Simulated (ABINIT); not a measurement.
# Beyond one shot: PbO (P4/nmm)

How far does self-consistency move the gap of PbO (P4/nmm)?

Method: PBE and many-body steps on it, plane waves, in ABINIT 10.8.3.

Most raw output is cut from this account.

The database entry behind the starting cell differs from later determinations by our own check (c about 1 % long), so it need not match the best structure at ambient conditions.

### 1. The starting structure

The structure is tetragonal, space group P4/nmm (No. 129). Conventional cell: a = 3.975 Å, b = 3.975 Å, c = 5.023 Å, α = 90.00°, β = 90.00°, γ = 90.00°. Nearest to Pb lie 4 O at 2.32 Å. O has 4 Pb at 2.32 Å nearest. Farther neighbours and most contacts between anions are not listed.

The cell and positions come from the Crystallography Open Database and are kept as given unless a step says otherwise. Spin-orbit coupling is left out unless a step names it.

### 2. Empty states on the mesh, 4×4×2 mesh, 126 bands

This step: ABINIT 10.8.3; DFT, PBE, plane waves, norm-conserving pseudopotentials.

The sums over transitions need many empty states on a uniform mesh; this step solves for them.

Contents of run.abi:

```
acell 3*1.0 Angstrom
rprim 
  3.974800000000 0.000000000000 0.000000000000
  0.000000000000 3.974800000000 0.000000000000
  0.000000000000 0.000000000000 5.022700000000
ntypat 2
znucl 82 8
natom 4
typat 1 1 2 2
xred 
  0.000000000000 0.500000000000 0.238514000000
  0.500000000000 0.000000000000 0.761486000000
  0.000000000000 0.000000000000 0.000000000000
  0.500000000000 0.500000000000 0.000000000000
pp_dirpath "pseudos"
pseudos "Pb.upf, O.upf"
ecut 36
ngkpt 4 4 2
nshiftk 1
shiftk 0 0 0
kptopt 1
chksymbreak 0
iscf -2
irdden 1
istwfk *1
nband 126
nbdbuf 10
tolwfr 1e-09
nstep 60
prtvol 0
indata_prefix "in"
outdata_prefix "out"
tmpdata_prefix "tmp"
```

Run with:

```bash
$ OMP_NUM_THREADS=1 mpirun -n 8 abinit run.abi > log
```

Elapsed: 43 s, on 8 MPI ranks of Arm Neoverse V2, shared host; peak memory 0.68 GiB; 5.7 min of CPU time.

Numbers from this step:

| Item | Value |
| --- | --- |
| gap | 1.154 eV |
| k of the valence top | 0, 0, 0 |
| k of the conduction bottom | 0.5, 0.5, 0 |
| least direct gap | 2.145 eV |
| k points computed | 12 |
| lowest point of the top converged band, above the valence top | 58.8947 eV |

On this mesh the gap is 1.154 eV.

The density comes from a self-consistent run that is not shown.

### 3. Screening, 4×4×2 mesh, 116 bands, screening to 130.6 eV

The RPA dielectric matrix is built and inverted for each q.

This step: RPA screening on PBE, plane waves, norm-conserving pseudopotentials.

run.abi, as its differences from that of step 2:

```diff
@@ -22,10 +22,11 @@
 chksymbreak 0
-iscf -2
-irdden 1
 istwfk *1
-nband 126
-nbdbuf 10
-tolwfr 1e-09
-nstep 60
-prtvol 0
+occopt 1
+irdwfk 1
+optdriver 3
+nband 116
+ecuteps 4.8
+inclvkb 2
+awtr 1
+symchi 1
 indata_prefix "in"
```

Elapsed: 43 s, on 8 MPI ranks; peak memory 2.5 GiB; 5.7 min of CPU time.

Numbers from this step:

```
ε∞ with local fields, on this mesh, along the program's q direction : 6.476
the same without local fields                                       : 7.417
plasma frequency                                                    : 26.36 eV
plane waves in the screening matrix                                 : 277
```

Local fields lower ε∞ by 13 %. On a Γ-centred mesh this coarse the value itself is usually too large, while a short band sum pulls it down.

### 4. G0W0

The self-energy is evaluated for the states that the input lists, and the levels follow from it, in one-shot runs by the linearised quasiparticle equation.

This step: G0W0 on PBE, plane waves, norm-conserving pseudopotentials.

run.abi, as its differences from that of step 3:

```diff
@@ -25,8 +25,17 @@
 irdwfk 1
-optdriver 3
+optdriver 4
 nband 116
+gwcalctyp 0
+ecutsigx 36
+symsigma 1
+nkptgw 2
+kptgw 
+  0.0000000000 0.0000000000 0.0000000000
+  0.5000000000 0.5000000000 0.0000000000
+bdgw 
+  18 22
+  19 22
 ecuteps 4.8
-inclvkb 2
-awtr 1
-symchi 1
+irdscr 1
+ppmodel 1
 indata_prefix "in"
```

Wall time 8.1 s (8 MPI ranks); peak memory 1.9 GiB.

This step gave:

```yaml
g0w0_gap_on_the_points_computed: 1.170 eV
starting_gap_on_the_mesh: 1.154 eV
k_of_the_valence_top: 0, 0, 0
k_of_the_conduction_bottom: 0.5, 0.5, 0
z_at_the_valence_top: 0.785
z_at_the_conduction_bottom: 0.833
least_direct_g0w0_gap_on_the_computed_points: 1.846 eV
```

The gap on the mesh goes from 1.15 eV to 1.17 eV, a correction of +0.02 eV.

### 5. evGW0, cycle 1

This step: evGW0 on PBE, plane waves, norm-conserving pseudopotentials.

run.abi, as its differences from that of step 4:

```diff
@@ -27,12 +27,32 @@
 nband 116
-gwcalctyp 0
+gwcalctyp 10
 ecutsigx 36
 symsigma 1
-nkptgw 2
+nkptgw 12
 kptgw 
   0.0000000000 0.0000000000 0.0000000000
+  0.2500000000 0.0000000000 0.0000000000
+  0.5000000000 0.0000000000 0.0000000000
+  0.2500000000 0.2500000000 0.0000000000
+  0.5000000000 0.2500000000 0.0000000000
   0.5000000000 0.5000000000 0.0000000000
+  0.0000000000 0.0000000000 0.5000000000
+  0.2500000000 0.0000000000 0.5000000000
+  0.5000000000 0.0000000000 0.5000000000
+  0.2500000000 0.2500000000 0.5000000000
+  0.5000000000 0.2500000000 0.5000000000
+  0.5000000000 0.5000000000 0.5000000000
 bdgw 
-  18 22
-  19 22
+  13 24
+  13 24
+  13 24
+  13 24
+  13 24
+  13 24
+  13 24
+  13 24
+  13 24
+  13 24
+  13 24
+  13 24
 ecuteps 4.8
```

Elapsed: 2.4 min, on 8 MPI ranks; peak memory 4.4 GiB.

Numbers from this step:

| Item | Value |
| --- | --- |
| quasiparticle gap on the mesh | 1.171 eV |
| gap of the density functional on the mesh | 1.154 eV |
| k of the valence top | 0, 0, 0 |
| k of the conduction bottom | 0.5, 0.5, 0 |
| Z at the valence top | 0.785 |
| Z at the conduction bottom | 0.833 |
| least direct quasiparticle gap on the computed points | 1.743 eV |

Against G0W0 in ABINIT (4×4×2 mesh, 116 bands, screening to 130.6 eV, Godby-Needs plasmon pole), the gap moves by +0.001 eV. This first cycle still uses the starting levels; it takes the full correction, at all points of the mesh, and its linearised value is 1.170 eV.

### 6. evGW0, cycle 2

The corrected levels of the last cycle go back in.

run.abi, as its differences from that of step 5:

```diff
@@ -60,2 +60,3 @@
 ppmodel 1
+irdqps 1
 indata_prefix "in"
```

Wall time 2.4 min (8 MPI ranks); peak memory 4.4 GiB; 19 min of CPU time.

This step gave:

```yaml
quasiparticle_gap_on_the_mesh: 1.206 eV
gap_of_the_density_functional_on_the_mesh: 1.154 eV
k_of_the_valence_top: 0, 0, 0
k_of_the_conduction_bottom: 0.5, 0.5, 0
least_direct_quasiparticle_gap_on_the_computed_points: 1.876 eV
```

Against the cycle before, the gap moves by +0.035 eV.

### 7. evGW0, cycle 3

run.abi is that of step 6.

It took 2.4 min on 8 MPI ranks; peak memory 4.4 GiB; 19 min of CPU time.

This step gave:

| Quantity | Value |
| --- | --- |
| quasiparticle gap on the mesh | 1.196 eV |
| gap of the density functional on the mesh | 1.154 eV |
| k of the valence top | 0, 0, 0 |
| k of the conduction bottom | 0.5, 0.5, 0 |
| least direct quasiparticle gap on the computed points | 1.844 eV |

Against the cycle before, the gap moves by −0.010 eV.

### 8. Screening, 4×4×2 mesh, 116 bands, screening to 130.6 eV

This step: RPA screening on PBE, plane waves, norm-conserving pseudopotentials.

Contents of run.abi:

```
acell 3*1.0 Angstrom
rprim 
  3.974800000000 0.000000000000 0.000000000000
  0.000000000000 3.974800000000 0.000000000000
  0.000000000000 0.000000000000 5.022700000000
ntypat 2
znucl 82 8
natom 4
typat 1 1 2 2
xred 
  0.000000000000 0.500000000000 0.238514000000
  0.500000000000 0.000000000000 0.761486000000
  0.000000000000 0.000000000000 0.000000000000
  0.500000000000 0.500000000000 0.000000000000
pp_dirpath "pseudos"
pseudos "Pb.upf, O.upf"
ecut 36
ngkpt 4 4 2
nshiftk 1
shiftk 0 0 0
kptopt 1
chksymbreak 0
istwfk *1
occopt 1
irdwfk 1
optdriver 3
nband 116
ecuteps 4.8
inclvkb 2
awtr 1
symchi 1
gwcalctyp 10
mbpt_sciss 0.457 eV
nqptdm 1
qptdm 
  0 0 0
indata_prefix "in"
outdata_prefix "out"
tmpdata_prefix "tmp"
```

Run time: 12 s. Hardware: 8 MPI ranks; peak memory 2.1 GiB; 93 s of CPU time.

Numbers from this step:

```yaml
eps_infinity_with_local_fields_on_this_mesh_along_the_program_s_q_direction: 6.018
the_same_without_local_fields: 6.864
plasma_frequency: 26.36 eV
plane_waves_in_the_screening_matrix: 277
```

This screening uses the functional's bands under a rigid shift, the mean opening of the cycle before.

### 9. Screening, 4×4×2 mesh, 116 bands, screening to 130.6 eV

This step: RPA screening on PBE from quasiparticle energies, plane waves, norm-conserving pseudopotentials.

run.abi, as its differences from that of step 8:

```diff
@@ -31,7 +31,17 @@
 symchi 1
+irdqps 1
 gwcalctyp 10
-mbpt_sciss 0.457 eV
-nqptdm 1
+nqptdm 11
 qptdm 
-  0 0 0
+  0.2500000000 0.0000000000 0.0000000000
+  0.5000000000 0.0000000000 0.0000000000
+  0.2500000000 0.2500000000 0.0000000000
+  0.5000000000 0.2500000000 0.0000000000
+  0.5000000000 0.5000000000 0.0000000000
+  0.0000000000 0.0000000000 0.5000000000
+  0.2500000000 0.0000000000 0.5000000000
+  0.5000000000 0.0000000000 0.5000000000
+  0.2500000000 0.2500000000 0.5000000000
+  0.5000000000 0.2500000000 0.5000000000
+  0.5000000000 0.5000000000 0.5000000000
 indata_prefix "in"
```

Contents of mrgscr.stdin:

```
2
merged
q0_SCR
out_SCR
1
```

Run with:

```bash
$ OMP_NUM_THREADS=1 mpirun -n 8 abinit run.abi > log; mrgscr < mrgscr.stdin
```

Wall time 32 s (8 MPI ranks); peak memory 2.3 GiB.

Numbers from this step:

```yaml
plasma_frequency: 26.36 eV
plane_waves_in_the_screening_matrix: 277
```

This screening reads the quasiparticle levels of the cycle before.

### 10. evGW, cycle 1

This step: evGW on PBE, plane waves, norm-conserving pseudopotentials.

run.abi, as its differences from that of step 9:

```diff
@@ -25,12 +25,10 @@
 irdwfk 1
-optdriver 3
+optdriver 4
 nband 116
-ecuteps 4.8
-inclvkb 2
-awtr 1
-symchi 1
-irdqps 1
 gwcalctyp 10
-nqptdm 11
-qptdm 
+ecutsigx 36
+symsigma 1
+nkptgw 12
+kptgw 
+  0.0000000000 0.0000000000 0.0000000000
   0.2500000000 0.0000000000 0.0000000000
@@ -46,2 +44,19 @@
   0.5000000000 0.5000000000 0.5000000000
+bdgw 
+  13 24
+  13 24
+  13 24
+  13 24
+  13 24
+  13 24
+  13 24
+  13 24
+  13 24
+  13 24
+  13 24
+  13 24
+ecuteps 4.8
+irdscr 1
+ppmodel 1
+irdqps 1
 indata_prefix "in"
```

Run with:

```bash
$ OMP_NUM_THREADS=1 mpirun -n 8 abinit run.abi > log
```

Run time: 2.4 min. Hardware: 8 MPI ranks; peak memory 4.4 GiB.

Numbers from this step:

| Quantity | Value |
| --- | --- |
| quasiparticle gap on the mesh | 1.298 eV |
| gap of the density functional on the mesh | 1.154 eV |
| k of the valence top | 0, 0, 0 |
| k of the conduction bottom | 0.5, 0.5, 0 |
| least direct quasiparticle gap on the computed points | 1.979 eV |

Against G0W0 in ABINIT (4×4×2 mesh, 116 bands, screening to 130.6 eV, Godby-Needs plasmon pole), the gap moves by +0.128 eV.

### 11. Screening, 4×4×2 mesh, 116 bands, screening to 130.6 eV

This step: RPA screening on PBE, plane waves, norm-conserving pseudopotentials.

Contents of run.abi:

```
acell 3*1.0 Angstrom
rprim 
  3.974800000000 0.000000000000 0.000000000000
  0.000000000000 3.974800000000 0.000000000000
  0.000000000000 0.000000000000 5.022700000000
ntypat 2
znucl 82 8
natom 4
typat 1 1 2 2
xred 
  0.000000000000 0.500000000000 0.238514000000
  0.500000000000 0.000000000000 0.761486000000
  0.000000000000 0.000000000000 0.000000000000
  0.500000000000 0.500000000000 0.000000000000
pp_dirpath "pseudos"
pseudos "Pb.upf, O.upf"
ecut 36
ngkpt 4 4 2
nshiftk 1
shiftk 0 0 0
kptopt 1
chksymbreak 0
istwfk *1
occopt 1
irdwfk 1
optdriver 3
nband 116
ecuteps 4.8
inclvkb 2
awtr 1
symchi 1
gwcalctyp 10
mbpt_sciss 0.575 eV
nqptdm 1
qptdm 
  0 0 0
indata_prefix "in"
outdata_prefix "out"
tmpdata_prefix "tmp"
```

Run time: 12 s. Hardware: 8 MPI ranks; peak memory 2.3 GiB; 91 s of CPU time.

This step gave:

```yaml
eps_infinity_with_local_fields_on_this_mesh_along_the_program_s_q_direction: 5.914
the_same_without_local_fields: 6.739
plasma_frequency: 26.36 eV
plane_waves_in_the_screening_matrix: 277
```

This screening uses the functional's bands under a rigid shift, the mean opening of the cycle before.

### 12. Screening, 4×4×2 mesh, 116 bands, screening to 130.6 eV

This step: RPA screening on PBE from quasiparticle energies, plane waves, norm-conserving pseudopotentials.

run.abi, as its differences from that of step 11:

```diff
@@ -31,7 +31,17 @@
 symchi 1
+irdqps 1
 gwcalctyp 10
-mbpt_sciss 0.575 eV
-nqptdm 1
+nqptdm 11
 qptdm 
-  0 0 0
+  0.2500000000 0.0000000000 0.0000000000
+  0.5000000000 0.0000000000 0.0000000000
+  0.2500000000 0.2500000000 0.0000000000
+  0.5000000000 0.2500000000 0.0000000000
+  0.5000000000 0.5000000000 0.0000000000
+  0.0000000000 0.0000000000 0.5000000000
+  0.2500000000 0.0000000000 0.5000000000
+  0.5000000000 0.0000000000 0.5000000000
+  0.2500000000 0.2500000000 0.5000000000
+  0.5000000000 0.2500000000 0.5000000000
+  0.5000000000 0.5000000000 0.5000000000
 indata_prefix "in"
```

mrgscr.stdin is that of step 9.

Run with:

```bash
$ OMP_NUM_THREADS=1 mpirun -n 8 abinit run.abi > log; mrgscr < mrgscr.stdin
```

Run time: 31 s. Hardware: 8 MPI ranks; peak memory 2.3 GiB.

Numbers from this step:

* plasma frequency: 26.36 eV
* plane waves in the screening matrix: 277

This screening reads the quasiparticle levels of the cycle before.

### 13. evGW, cycle 2

This step: evGW on PBE, plane waves, norm-conserving pseudopotentials.

run.abi, as its differences from that of step 12:

```diff
@@ -25,12 +25,10 @@
 irdwfk 1
-optdriver 3
+optdriver 4
 nband 116
-ecuteps 4.8
-inclvkb 2
-awtr 1
-symchi 1
-irdqps 1
 gwcalctyp 10
-nqptdm 11
-qptdm 
+ecutsigx 36
+symsigma 1
+nkptgw 12
+kptgw 
+  0.0000000000 0.0000000000 0.0000000000
   0.2500000000 0.0000000000 0.0000000000
@@ -46,2 +44,19 @@
   0.5000000000 0.5000000000 0.5000000000
+bdgw 
+  13 24
+  13 24
+  13 24
+  13 24
+  13 24
+  13 24
+  13 24
+  13 24
+  13 24
+  13 24
+  13 24
+  13 24
+ecuteps 4.8
+irdscr 1
+ppmodel 1
+irdqps 1
 indata_prefix "in"
```

Run with:

```bash
$ OMP_NUM_THREADS=1 mpirun -n 8 abinit run.abi > log
```

It took 2.4 min on 8 MPI ranks; peak memory 4.4 GiB; 19 min of CPU time.

Numbers from this step:

```yaml
quasiparticle_gap_on_the_mesh: 1.312 eV
gap_of_the_density_functional_on_the_mesh: 1.154 eV
k_of_the_valence_top: 0, 0, 0
k_of_the_conduction_bottom: 0.5, 0.5, 0
least_direct_quasiparticle_gap_on_the_computed_points: 1.994 eV
```

Against the cycle before, the gap moves by +0.014 eV.

### 14. Screening, 4×4×2 mesh, 116 bands, screening to 130.6 eV

This step: RPA screening on PBE, plane waves, norm-conserving pseudopotentials.

Contents of run.abi:

```
acell 3*1.0 Angstrom
rprim 
  3.974800000000 0.000000000000 0.000000000000
  0.000000000000 3.974800000000 0.000000000000
  0.000000000000 0.000000000000 5.022700000000
ntypat 2
znucl 82 8
natom 4
typat 1 1 2 2
xred 
  0.000000000000 0.500000000000 0.238514000000
  0.500000000000 0.000000000000 0.761486000000
  0.000000000000 0.000000000000 0.000000000000
  0.500000000000 0.500000000000 0.000000000000
pp_dirpath "pseudos"
pseudos "Pb.upf, O.upf"
ecut 36
ngkpt 4 4 2
nshiftk 1
shiftk 0 0 0
kptopt 1
chksymbreak 0
istwfk *1
occopt 1
irdwfk 1
optdriver 3
nband 116
ecuteps 4.8
inclvkb 2
awtr 1
symchi 1
gwcalctyp 10
mbpt_sciss 0.589 eV
nqptdm 1
qptdm 
  0 0 0
indata_prefix "in"
outdata_prefix "out"
tmpdata_prefix "tmp"
```

The job ended after 12 s (8 MPI ranks; peak memory 2.5 GiB).

This step gave:

```
ε∞ with local fields, on this mesh, along the program's q direction : 5.902
the same without local fields                                       : 6.725
plasma frequency                                                    : 26.36 eV
plane waves in the screening matrix                                 : 277
```

This screening uses the functional's bands under a rigid shift, the mean opening of the cycle before.

### 15. Screening, 4×4×2 mesh, 116 bands, screening to 130.6 eV

This step: RPA screening on PBE from quasiparticle energies, plane waves, norm-conserving pseudopotentials.

run.abi, as its differences from that of step 14:

```diff
@@ -31,7 +31,17 @@
 symchi 1
+irdqps 1
 gwcalctyp 10
-mbpt_sciss 0.589 eV
-nqptdm 1
+nqptdm 11
 qptdm 
-  0 0 0
+  0.2500000000 0.0000000000 0.0000000000
+  0.5000000000 0.0000000000 0.0000000000
+  0.2500000000 0.2500000000 0.0000000000
+  0.5000000000 0.2500000000 0.0000000000
+  0.5000000000 0.5000000000 0.0000000000
+  0.0000000000 0.0000000000 0.5000000000
+  0.2500000000 0.0000000000 0.5000000000
+  0.5000000000 0.0000000000 0.5000000000
+  0.2500000000 0.2500000000 0.5000000000
+  0.5000000000 0.2500000000 0.5000000000
+  0.5000000000 0.5000000000 0.5000000000
 indata_prefix "in"
```

mrgscr.stdin is that of step 12.

Run with:

```bash
$ OMP_NUM_THREADS=1 mpirun -n 8 abinit run.abi > log; mrgscr < mrgscr.stdin
```

The job ended after 32 s (8 MPI ranks; peak memory 2.3 GiB).

Numbers from this step:

| Item | Value |
| --- | --- |
| plasma frequency | 26.36 eV |
| plane waves in the screening matrix | 277 |

This screening reads the quasiparticle levels of the cycle before.

### 16. evGW, cycle 3

This step: evGW on PBE, plane waves, norm-conserving pseudopotentials.

run.abi, as its differences from that of step 15:

```diff
@@ -25,12 +25,10 @@
 irdwfk 1
-optdriver 3
+optdriver 4
 nband 116
-ecuteps 4.8
-inclvkb 2
-awtr 1
-symchi 1
-irdqps 1
 gwcalctyp 10
-nqptdm 11
-qptdm 
+ecutsigx 36
+symsigma 1
+nkptgw 12
+kptgw 
+  0.0000000000 0.0000000000 0.0000000000
   0.2500000000 0.0000000000 0.0000000000
@@ -46,2 +44,19 @@
   0.5000000000 0.5000000000 0.5000000000
+bdgw 
+  13 24
+  13 24
+  13 24
+  13 24
+  13 24
+  13 24
+  13 24
+  13 24
+  13 24
+  13 24
+  13 24
+  13 24
+ecuteps 4.8
+irdscr 1
+ppmodel 1
+irdqps 1
 indata_prefix "in"
```

Run with:

```bash
$ OMP_NUM_THREADS=1 mpirun -n 8 abinit run.abi > log
```

The job ended after 2.4 min (8 MPI ranks; peak memory 4.4 GiB; 19 min of CPU time).

Numbers from this step:

* quasiparticle gap on the mesh: 1.314 eV
* gap of the density functional on the mesh: 1.154 eV
* k of the valence top: 0, 0, 0
* k of the conduction bottom: 0.5, 0.5, 0
* least direct quasiparticle gap on the computed points: 1.996 eV

Against the cycle before, the gap moves by +0.002 eV.

### 17. Side by side

Times are wall times on 8 MPI ranks of Arm Neoverse V2, shared host, good to a factor of about two. A run's time includes the screening step that it read.

```
           run   mesh  bands  screening cutoff (eV)  DFT gap (eV)  gap on the mesh (eV)  direct (eV)  ε∞ used     time
          G0W0  4×4×2    116                  130.6         1.154                 1.170        1.846     6.48     51 s
evGW0, cycle 1  4×4×2    116                  130.6         1.154                 1.171        1.743     6.48  3.1 min
evGW0, cycle 2  4×4×2    116                  130.6         1.154                 1.206        1.876     6.48  3.1 min
evGW0, cycle 3  4×4×2    116                  130.6         1.154                 1.196        1.844     6.48  3.1 min
 evGW, cycle 1  4×4×2    116                  130.6         1.154                 1.298        1.979     6.02  3.1 min
 evGW, cycle 2  4×4×2    116                  130.6         1.154                 1.312        1.994     5.91  3.1 min
 evGW, cycle 3  4×4×2    116                  130.6         1.154                 1.314        1.996     5.90  3.1 min
```

### 18. What came out

| Item | Value |
| --- | --- |
| G0W0 | 1.170 eV |
| evGW0, cycle 1 | 1.171 eV |
| evGW0, cycle 2 | 1.206 eV |
| evGW0, cycle 3 | 1.196 eV |
| evGW, cycle 1 | 1.298 eV |
| evGW, cycle 2 | 1.312 eV |
| evGW, cycle 3 | 1.314 eV |
| known limits | not at the basis limit; exchange with frozen shells missing; no spin-orbit coupling; coarse k mesh |

In words: Only the bands that the input lists are updated; the others, empty or deep, keep the functional's energies or take a rigid shift. The evGW loop starts from the last levels of evGW0, so its cycles and time come on top of those. evGW0 ends at 1.20 eV, +0.03 eV from G0W0, after 3 cycles that took 7.1 min beside the first screening; the last moved the gap by 0.010 eV. evGW ends at 1.31 eV, +0.14 eV from G0W0, after 3 cycles that took 9.3 min beside the first screening; the last moved the gap by 0.002 eV. Bands and cutoff are finite, so the gap is not at the basis limit. The miss can reach some tenths of an eV and take either sign; the mesh is an error of its own. The 4×4×2 mesh is coarse for this cell, which bears on the long-range parts of exchange and screening. Where an edge is built on 6p states of lead, bismuth or thallium, scalar-relativistic gaps usually stand too wide, by a few tenths to over one eV. The norm-conserving file of at least one element keeps a d shell over frozen s and p shells of the same row. Exchange with those shells is missing from the self-energy, an error of 0.3 to 0.9 eV in cases checked, whose sign depends on which edge lies on those atoms. In the updated screening the q = 0 part is built from Kohn-Sham bands under a rigid shift, the other q from the quasiparticle levels. The many-body steps are scalar-relativistic: spin-orbit coupling is not in them.

[Paths, hosts, dates, memory and timing lines, banners, echoed tables and standing remarks are left out of the program output.]

[Logs are printed without paths, hosts, clocks, repeated set-up lines and the standing remarks that a program may print on its own settings, such as how far it seeks lower states.]

[Runs of the session that timed out or met a known fault of the program may be left out.]

[Hosts, paths, dates, database ids (printed as entryN), source tags and the programs' standing remarks are cut or masked in the printed files.]

[G0W0 gaps are taken among the corrected bands and points alone; a level outside them can change the order at an edge.]

[Where Ansatz stands beside ABINIT at settings called matched, ABINIT's density can come from a denser mesh and the files from another edition; pairs whose starting gaps differed by over 0.03 eV were left out, so agreement reads better than it is.]
